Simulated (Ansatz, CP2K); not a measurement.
# Liquid Al at 1200 K (111 atoms) in CP2K, part 3 of 3

Aim: run liquid Al at 1200 K (111 atoms) in CP2K and see how near its forces come to a plane-wave reference, and at what cost.

Program: CP2K 2026.2; the method stands at each step. Banners, paths, timers and routine set-up lines are dropped from the logs unmarked, and long logs keep their key lines alone; longer cuts are marked.

So far. Step 6 (PBE, DZVP-MOLOPT-SR, 122/50 Ry, diagonalisation): Against the first run (1.7 %), the force difference from the reference is 1.7 %, at 0.90 times the CPU time: the change moves forces by 0.026 meV/Å r.m.s., so most of the difference comes from elsewhere. Step 7 (PBE+D3(BJ), DZVP-MOLOPT-SR, 350/50 Ry, diagonalisation): Against the first run (1.7 %), the force difference from the reference is 1.9 %, at 1.00 times the CPU time; the model has changed, so this is no error of the program alone.

### 8. PBE, DZVP-MOLOPT-SR, 244/50 Ry, diagonalisation

Method: Kohn-Sham DFT, PBE, GTH-PBE pseudopotentials, Gaussian and plane waves, DZVP-MOLOPT-SR-GTH, diagonalisation.

input.inp reads:

```
&GLOBAL
  PROJECT cell
  RUN_TYPE ENERGY_FORCE
  PRINT_LEVEL LOW
&END GLOBAL
&FORCE_EVAL
  METHOD QS
  STRESS_TENSOR ANALYTICAL
  &DFT
    BASIS_SET_FILE_NAME BASIS_MOLOPT
    POTENTIAL_FILE_NAME GTH_POTENTIALS
    &MGRID
      CUTOFF 244
      REL_CUTOFF 50
    &END MGRID
    &QS
      EPS_DEFAULT 1.0E-12
    &END QS
    &SCF
      SCF_GUESS ATOMIC
      EPS_SCF 1.0E-06
      MAX_SCF 200
      ADDED_MOS 44
      &DIAGONALIZATION
        ALGORITHM STANDARD
      &END DIAGONALIZATION
      &SMEAR ON
        METHOD FERMI_DIRAC
        ELECTRONIC_TEMPERATURE [K] 580
      &END SMEAR
      &MIXING
        METHOD BROYDEN_MIXING
        ALPHA 0.15
        NBROYDEN 8
      &END MIXING
      &PRINT
        &RESTART OFF
        &END RESTART
      &END PRINT
    &END SCF
    &XC
      &XC_FUNCTIONAL PBE
      &END XC_FUNCTIONAL
    &END XC
    &PRINT
      &MULLIKEN ON
      &END MULLIKEN
      &HIRSHFELD ON
        SHAPE_FUNCTION DENSITY
      &END HIRSHFELD
      &MO ON
        EIGENVALUES T
        OCCUPATION_NUMBERS T
        MO_INDEX_RANGE 156 179
        &EACH
          QS_SCF 0
        &END EACH
        ADD_LAST NUMERIC
      &END MO
    &END PRINT
  &END DFT
  &SUBSYS
    &CELL
      A 12.87678 0.00000 0.00000
      B 0.00000 12.87678 0.00000
      C 0.00000 0.00000 12.87678
    &END CELL
    &TOPOLOGY
      COORD_FILE_NAME structure.xyz
      COORD_FILE_FORMAT XYZ
    &END TOPOLOGY
    &KIND Al
      BASIS_SET DZVP-MOLOPT-SR-GTH-q3
      POTENTIAL GTH-PBE-q3
    &END KIND
  &END SUBSYS
  &PRINT
    &FORCES ON
    &END FORCES
    &STRESS_TENSOR ON
    &END STRESS_TENSOR
  &END PRINT
&END FORCE_EVAL
```

structure.xyz reads:

```xyz
111

[... 111 atom lines left out: the same atoms as in the first run ...]
```

Launch:

```console
OMP_NUM_THREADS=2 cp2k.psmp -i input.inp > output.txt
```

Numbers of over 12 decimals in the logs are rounded to 6 here.

What it wrote:

```text
CP2K| version string:                                       CP2K version 2026.2
 CP2K| Input file name                                                 input.inp
 GLOBAL| Basis set file name                                        BASIS_MOLOPT
 GLOBAL| Potential file name                                      GTH_POTENTIALS
[... lines left out ...]
 Number of electrons:                                                        333
[... lines left out ...]
  Step     Update method      Time    Convergence         Total energy    Change
[... lines left out ...]
  *** SCF run converged in    18 steps ***
[... lines left out ...]
  Fermi energy:                                                 0.195526
  Total energy:                                              -228.709148
  Total energy (extrapolated to T->0):                       -228.701102
[... lines left out ...]
 MO| E(Fermi):            0.195526 a.u.          5.320527 eV
[... lines left out ...]
 ENERGY| Total FORCE_EVAL ( QS ) energy [hartree]           -228.709171
[... lines left out ...]
 FORCES|      1  4.20118593E-03  1.21571827E-03  1.55576776E-02   1.61607322E-02
 FORCES|      2  1.17636768E-02  3.92310367E-02  1.68402006E-02   4.42837520E-02
 FORCES|      3  3.07722195E-03  1.13206268E-03  2.03949817E-02   2.06568666E-02
[...]
FORCES|    110 -2.83262266E-03  1.10194543E-02 -3.80782765E-02   3.97417572E-02
 FORCES|    111 -1.38992145E-02  1.37327366E-03  2.11236941E-03   1.41257265E-02
 FORCES| Sum     1.59144336E-07 -7.60964759E-08 -7.84178216E-08
 FORCES| Total atomic force                                       1.93046492E-07
 STRESS| Analytical stress tensor [bar]
 STRESS|                        x                   y                   z
 STRESS|      x        7.07543468157E+03  -3.27393860279E+03   7.81437617116E+02
 STRESS|      y       -3.27393860279E+03   1.82493028851E+03  -2.17026621760E+03
 STRESS|      z        7.81437617116E+02  -2.17026621760E+03   1.32639347470E+04
 STRESS| 1/3 Trace                                             7.38809990568E+03
```

The job ended after 3 min (2 threads of Arm Neoverse V1, shared host; peak memory 1.6 GiB).

Compared with the plane-wave run:

| Property | Result |
| --- | --- |
| r.m.s. force component | 0.8662 eV/Å |
| r.m.s. difference of force components | 14.47 meV/Å |
| longest difference of force vectors | 56.09 meV/Å |
| force difference over r.m.s. force | 1.658 % |
| slope of forces against the reference's | 0.9923 |
| correlation of force components | 0.9999 |
| pressure | 0.7388 GPa |
| pressure difference | -0.193 GPa |
| energy less the same-level run's | -0.0001 meV/atom |
| r.m.s. force difference from the same-level run | 0.001 meV/Å |

Against the first run (1.7 %), the force difference from the reference is 1.7 %, at 0.75 times the CPU time: the change moves forces by under 0.01 meV/Å r.m.s., so most of the difference comes from elsewhere.

### 9. The ladder

Differences are against the plane-wave reference, forces as r.m.s. over components; share is that over the reference's r.m.s. force, slope the least-squares factor from reference forces to these. Total energies of different programs have different zeros and aren't compared.

| run | Δ force, r.m.s. (meV/Å) | share (%) | slope | Δ pressure (GPa) | cores | CPU time | memory (GiB) |
| --- | --- | --- | --- | --- | --- | --- | --- |
| reference | - | - | - | - | 4 | 88 s | 2.0 |
| CP2K PBE, DZVP-MOLOPT-SR, 350/50 Ry, diagonalisation | 14.5 | 1.66 | 0.992 | -0.193 | 2 | 7.4 min | 2.6 |
| CP2K PBE, DZVP-UZH, 350/50 Ry, diagonalisation | 14.7 | 1.69 | 0.988 | -0.212 | 4 | 15 min | 4.1 |
| CP2K PBE, SZV-MOLOPT-SR, 350/50 Ry, diagonalisation (coarse) | 271 | 31.1 | 1.016 | 5.99 | 1 | 3.3 min | 2.3 |
| CP2K TPSS, PBE potentials, DZVP-MOLOPT-SR, 350/50 Ry, diagonalisation | 21.1 | 2.42 | 1.014 | -0.467 | 4 | 23 min | 3.9 |
| CP2K PBE, DZVP-MOLOPT-SR, 122/50 Ry, diagonalisation (coarse) | 14.5 | 1.66 | 0.992 | -0.193 | 2 | 6.6 min | 0.91 |
| CP2K PBE+D3(BJ), DZVP-MOLOPT-SR, 350/50 Ry, diagonalisation | 16.4 | 1.87 | 0.991 | -2.64 | 2 | 7.4 min | 2.7 |
| CP2K PBE, DZVP-MOLOPT-SR, 244/50 Ry, diagonalisation (coarse) | 14.5 | 1.66 | 0.992 | -0.193 | 2 | 5.5 min | 1.6 |

Rows marked coarse were listed beforehand as settings not expected to be converged; some can still land near the reference.

CPU time is summed over cores on a shared host, where runs went side by side, so it is rough. Symmetry, cutoffs, thresholds, outputs and thread counts weren't matched or tuned between programs; memory under MPI is the largest rank's times the ranks.

Within one program, basis, potentials and functional, energies share a zero. Each run against its twin at the usual cutoff or grid and solver:

| run | twin | Δ energy (meV/atom) | Δ force, r.m.s. (meV/Å) | CPU time over the twin's |
| --- | --- | --- | --- | --- |
| CP2K PBE, DZVP-MOLOPT-SR, 122/50 Ry, diagonalisation | DZVP-MOLOPT-SR, 350/50 Ry, diagonalisation | 0 | 0.026 | 0.90 |
| CP2K PBE, DZVP-MOLOPT-SR, 244/50 Ry, diagonalisation | DZVP-MOLOPT-SR, 350/50 Ry, diagonalisation | -1.0e-4 | 0.001 | 0.75 |

Further runs of this program without a result: CP2K GFN1-xTB, diagonalisation (not converged).

### 10. Results

```
nearest in forces : a tie at 1.7 % of 4 runs: CP2K PBE, DZVP-MOLOPT-SR, 350/50 Ry, diagonalisation; CP2K PBE, DZVP-UZH, 350/50 Ry, diagonalisation; CP2K PBE, DZVP-MOLOPT-SR, 122/50 Ry, diagonalisation (coarse); others
```

What this shows: The PBE runs in local orbitals, coarse settings apart, differ by 1.7 % in each run; basis, grid and potentials can all enter. Rows with another functional or a dispersion term differ by 1.9 % (CP2K PBE+D3(BJ), DZVP-MOLOPT-SR, 350/50 Ry, diagonalisation) to 2.4 % (CP2K TPSS, PBE potentials, DZVP-MOLOPT-SR, 350/50 Ry, diagonalisation), which mixes the change of model with differences of basis and potentials, some of them made for another functional. Runs with settings chosen to be coarse differ by 1.7 % (CP2K PBE, DZVP-MOLOPT-SR, 244/50 Ry, diagonalisation) to 31 % (CP2K PBE, SZV-MOLOPT-SR, 350/50 Ry, diagonalisation), their programs' other errors included. None of the electronic-structure runs in the table takes under half the reference's CPU time of 88 s; they take 2.2 to 16 times as much. In pressure, CP2K PBE, SZV-MOLOPT-SR, 350/50 Ry, diagonalisation misses by +6.0 GPa, at the same functional. The frame stands for 1200 K, but pressures are static and levels are smeared at 580 K, under the temperature of the frame, which matters where levels are partly filled. The electron count is odd in these runs, and they have no spin polarisation, so the unpaired electron is spread evenly over both spins. The network of bonds at the start is that of the classical potential that made the cell, and needn't be the one that DFT or experiment would give. The electron count is odd and the run has no spin polarisation, so levels at the top are partly filled by construction. The electronic-structure runs sample only Γ, in a cell whose shortest periodic width is 13 Å, which is coarse for a cell with partly filled levels.

[Also dropped from logs without a mark: logging warnings of Python, and SIESTA's first energy breakdown and zero terms.]

[Logs are printed without paths, hosts, clocks, repeated set-up lines and the standing remarks that a program may print on its own settings, such as how far it seeks lower states.]

[Hosts, paths, dates, database ids (printed as entryN), source tags and the programs' standing remarks are cut or masked in the printed files.]
